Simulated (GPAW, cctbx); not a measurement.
# By hand: from a DFT structure factor to an extinction distance in (NaF)2(ZrC)2

(NaF)2(ZrC)2, P4/nmm (no. 129, origin choice 1), a = 3.2978 Å, b = 3.2978 Å, c = 9.6764 Å, α = 90.00°, β = 90.00°, γ = 90.00°.

```
atom  mult.    x    y       z
 Zr1      2  1/2    0  0.3829
 Na1      2  1/2    0  0.8796
  F1      2    0  1/2  0.8763
  C1      2    0  1/2  0.3838
```

The cell is a (NaF)2(ZrC)2 superlattice along [001] of the rock-salt type, started at the mean lattice constant and relaxed freely, with no substrate.

A DFT run (GPAW, PBE, 550 eV, 8×8×3 k-points (along the axes of the calculation cell), Fermi–Dirac width 0.1 eV) gives the static X-ray structure factor of 001 as 38.459 e for the conventional cell; superposed free atoms give 38.194 e. **Problem.** Find the Fourier component V of the crystal potential and the two-beam extinction distance at 300 kV in both cases.

### 1. Geometry

The cell volume is Ω = 105.24 Å³ and d(001) = 9.6764 Å, so g = 1/d = 0.1033 Å⁻¹.

### 2. The nuclei

Electrons feel nuclei as well as electrons, so the nuclear charges are summed with the same phases.

Phase sums Σ exp(2πi h·x), turned so that the total is real and positive: Zr +1.482, Na -1.454, F -1.426, C +1.490. Then F_Z = 40 × (+1.482) + 11 × (-1.454) + 9 × (-1.426) + 6 × (+1.490) = 39.41 e. The electron term has the same sign for this reflection.

### 3. Mott–Bethe

Poisson's equation, term by term, gives V = (e/4πε₀)(F_Z − F)/(πΩg²), with e/4πε₀ = 14.3996 V Å.

The prefactor is 14.3996 × 9.6764²/(π × 105.24) = 4.07809 V per electron. Free atoms: (39.41 − 38.194) × 4.07809 = 4.950 V. Crystal: (39.41 − 38.459) × 4.07809 = 3.869 V. F changes by +0.69 % and V by -21.8 %: the same 0.27 e is measured against F_Z − F = 1.2 e in place of F = 38.2 e.

### 4. Extinction distance

In the two-beam case ξ = 1/(λU) with U = 2γm₀eV/h², that is ξ = 150.41 V Å²/(γλV).

At 300 kV, λ = 0.01969 Å and γ = 1.5871. Free atoms: ξ = 972 Å. Crystal: ξ = 1244 Å. The thickness fringes go as sin²(πt/ξ), so the two patterns slip by a quarter of a period when t|1/ξ₁ − 1/ξ₀| = 1/4, at t ≈ 111 nm. Thermal motion, absorption and many-beam coupling, left out here, change a real pattern.

### 5. Answer

V(001) is 3.87 V against 4.95 V, and ξ is 1244 against 972 Å. Limits: static atoms, two beams.

[Outputs are excerpts: Python notices, other lines and further rows are left out; steps that failed or that the build refused (PBEsol, TPSS) are not shown.]

[Logs are printed without paths, hosts, clocks, repeated set-up lines and the standing remarks that a program may print on its own settings, such as how far it seeks lower states.]
